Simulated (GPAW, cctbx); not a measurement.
## Bonding in MgCd3S4 as X-rays see it

Question: by how much does bonding change the structure factors of MgCd3S4?

The cell is our own: ordered zincblende alloy in the eight-atom cube, 1 of 4 Cd sites given to Mg. All numbers below are calculated.

## 1. Relax the structure

The density hangs on the geometry, so cell and atoms are relaxed first, with the symmetry held. The cutoff is set higher than for the density because stress converges slowly with plane waves.

Settings: GPAW 26.7.0, PBE, 650 eV, 4×4×4 k-points, Fermi–Dirac width 0.02 eV, BFGS to 0.02 eV/Å.

```text
cell
1.0
     5.880000000    0.000000000    0.000000000
     0.000000000    5.880000000    0.000000000
     0.000000000    0.000000000    5.880000000
Mg S Cd
1 4 3
Direct
0.000000000 0.000000000 0.000000000
0.250000000 0.250000000 0.250000000
0.250000000 0.750000000 0.750000000
0.750000000 0.250000000 0.750000000
0.750000000 0.750000000 0.250000000
0.000000000 0.500000000 0.500000000
0.500000000 0.000000000 0.500000000
0.500000000 0.500000000 0.000000000
```

```console
$ OMP_NUM_THREADS=1 mpirun -n 4 gpaw python run.py > gpaw.log
```

```text
BFGS:    0      -27.542520        0.515045
BFGS:    1      -27.556967        0.459025
BFGS:    2      -27.610723        0.060829
BFGS:    3      -27.611125        0.058354
BFGS:    4      -27.611314        0.054643
BFGS:    5      -27.612255        0.026794
BFGS:    6      -27.612419        0.009779
cell  5.8615 5.8615 5.8615  90.00 90.00 90.00
volume 201.389 A^3, largest force 0.006 eV/A, largest stress 0.02 GPa
```

After 6 steps the volume has changed by -0.9 % and the energy by -0.070 eV; the largest stress left is 0.02 GPa. It took 4.3 min on 4 cores of Arm Neoverse N1 (shared host), peak memory 1.1 GiB.

Relaxed structure: P-43m (no. 215), a = 5.8615 Å, b = 5.8615 Å, c = 5.8615 Å, α = 90.00°, β = 90.00°, γ = 90.00°.

| atom | mult. | x | y | z |
| --- | --- | --- | --- | --- |
| Cd1 | 3 | 0 | 1/2 | 1/2 |
| S1 | 4 | 0.2438 | 0.2438 | 0.2438 |
| Mg1 | 1 | 0 | 0 | 0 |

## 2. Density and charge transfer

X-rays see the whole electron density, so the PAW density is rebuilt with its core regions. Subtracting spherical free atoms from the same code cancels the cores and leaves the deformation density Δρ, the part due to bonding.

Settings: PBE, 600 eV, 4×4×4 k-points, Fermi–Dirac width 0.02 eV; primitive cell of 8 atoms.

```console
$ OMP_NUM_THREADS=1 mpirun -n 4 gpaw python run.py > gpaw.log
```

```text
|iter:   1|       0s |  -29.678393 | -0.09 |       |
|iter:   2|       4s |  -29.232906 | -1.48 | -1.09 |
|iter:   3|       8s |  -27.647183 | -0.79 | -1.14 |
...
|iter:   9|      30s |  -27.606530c| -6.58 | -4.51c|
|iter:  10|      33s |  -27.606530c| -7.27 | -5.24c|
|iter:  11|      35s |  -27.606530c| -7.82c| -5.75c|
```

```text
grid (70, 70, 70)  electrons 220.000  moved by bonding 1.956 e
deformation density beyond 0.5 A of the nuclei: max 0.144, min -0.076 e/A^3
atom        x       y       z   Voronoi charge  moment
Cd1    0.0000  0.5000  0.5000      0.377       0.00
Cd2    0.5000  0.0000  0.5000      0.377       0.00
Cd3    0.5000  0.5000  0.0000      0.377       0.00
S 4    0.2438  0.2438  0.2438     -0.367       0.00
S 5    0.2438  0.7562  0.7562     -0.367       0.00
S 6    0.7562  0.2438  0.7562     -0.367       0.00
S 7    0.7562  0.7562  0.2438     -0.367       0.00
Mg8    0.0000  0.0000  0.0000      0.339       0.00
mean inner potential of superposed free atoms 12.486 V
total magnetic moment 0.000 muB
```

Deformation density in a plane through the shortest contact of the S atom at the origin, in 0.01 e/Å³ (clipped at ±99); x from -1.6 to 4.1 Å, y from 2.4 down to -2.4 Å:

```text
 -3   .   .   .  -4  -3  -2  -1  -1  -1  -1  -1  -1  -1  -1  -1
 -6   2   .   3  -6  -2  -1  -1  -1  -1  -1  -1  -1  -1  -1  -1
 -5  -7  -7  -7  -1   0   0  -1  -1  -2  -2  -2  -1  -1  -1  -1
 -2  -1   1   5   6   4   2   0  -1  -3  -4  -4  -3  -2  -1  -1
  0   2   6  10   8   4   4   3   0  -4  -6  -5  -4  -3  -2  -1
  0   2   3   3   .  -1   8   9   3  -3   1   .  -1  -5  -4  -2
  0   1   0  -5   .   .  13  13   5  -1   .   .   2  -6  -4  -3
  0   1   2   0   .  -4   8   9   3  -3   1   .  -1  -4  -3  -2
  0   1   3   3   0  -1   2   3   0  -4  -4  -1   1   1   0   0
  0   0   1   2   1   0   0   0  -1  -2   0   6  10   9   4   2
 -1  -1   0   0   0   0   0  -1  -1   0   3   9  14  11   5   4
 -1  -1  -1  -1   0   0  -1  -1  -1   0   2   3   3   .  -1   7
 -1  -1  -1  -1  -1  -1  -1  -1   0   0   0  -2   .   .   .   9
```

Atoms in or within 0.15 Å of the plane: Cd (-0.9, 2.4), S (0.0, 0.0), S (3.3, -2.3), Mg (2.5, 0.0) Å. Dots mark points within about 0.45 Å of a nucleus; large values next to them are atomic features.

S gains most (-0.37 e) and Cd loses most (+0.38 e); S is the most electronegative element, but the order of the others doesn't follow electronegativity. Such charges fall far short of formal ones, since overlapping free atoms already put density on their neighbours. Along the shortest contact from the S atom at the map's origin, S–Mg at 2.48 Å, Δρ is +0.09 e/Å³ at the midpoint and highest, +0.14, 0.87 Å from S (points within 0.5 Å of a nucleus left out): the build-up leans to one atom, as in a polar bond or on the flank of an anion. At the midpoints of other shortest contacts it is +0.06 (Cd–S, 2.56 Å) e/Å³. Point values carry grid noise of about 0.01 e/Å³. The run needed 11 iterations, 52 s.

## 3. From the density to structure factors

The Fourier components of Δρ, added to those of the free atoms, give the static X-ray structure factors; the Mott–Bethe relation turns them into the Fourier components V of the potential that fast electrons feel.

```text
static structure factors of the conventional cell: F in electrons, V (Mott-Bethe) in volts
   h  k  l      d  |F| table  |F| free   |F| DFT   change   |V| free  |V| DFT  change %
   0  1  0  5.8615    32.495    32.503    32.403   -0.100     0.785    0.863      9.9
   0  1  1  4.1447    33.519    33.517    33.453   -0.064     0.933    0.958      2.7
   1  1  1  3.3841   144.808   144.858   144.918    0.060     6.316    6.248     -1.1
   0  2  0  2.9308    83.603    83.485    82.704   -0.781     1.703    1.855      9.0
   0  2  1  2.6213    32.381    32.352    32.375    0.023     0.959    0.956     -0.4
   1  2  1  2.3929    30.041    30.006    30.022    0.016     0.845    0.841     -0.4
   0  2  2  2.0724   157.905   157.786   157.703   -0.082     6.043    6.051      0.1
   1  2  2  1.9538    26.149    26.112    26.131    0.019     0.644    0.642     -0.3
   0  3  0  1.9538    32.242    32.216    32.259    0.043     0.977    0.973     -0.4
   0  3  1  1.8536    27.239    27.208    27.284    0.075     0.710    0.704     -0.8
   1  3  1  1.7673   116.184   116.026   115.905   -0.122     3.774    3.787      0.3
   2  2  2  1.6921    71.866    71.634    72.142    0.508     1.365    1.332     -2.4
   0  3  2  1.6257    21.353    21.330    21.375    0.045     0.435    0.432     -0.6
   1  3  2  1.5666    25.039    25.026    25.051    0.024     0.618    0.617     -0.2
```

The largest X-ray change is -0.78 e on 020, 0.9 % of |F|. For electrons V goes as (Z − F)/g², so a change of F counts against Z − F, which is small at low angle and wherever the atoms' terms cancel: |V| of 010 moves by +9.9 % (0.79 to 0.86 V) against -0.3 % in |F|. The last three rows still change by up to 0.51 e; the table stops while the angles are still low. The tabulated Hartree–Fock atoms differ from the free DFT atoms by up to 0.23 e, so the choice of reference atom matters too.

## 4. Answer

Bonding moves 1.96 e in the primitive cell of MgCd3S4 and changes the structure factors of the conventional cell in the table above by at most 0.78 e (020, 0.9 %). The shortest bond, S–Mg, has Δρ = +0.09 e/Å³ at its midpoint, on a slope that rises towards one atom. Limits: static density, frozen cores, no spin–orbit coupling.

[Outputs are excerpts: Python notices, other lines and further rows are left out; steps that failed or that the build refused (PBEsol, TPSS) are not shown.]

[Logs are printed without paths, hosts, clocks, repeated set-up lines and the standing remarks that a program may print on its own settings, such as how far it seeks lower states.]
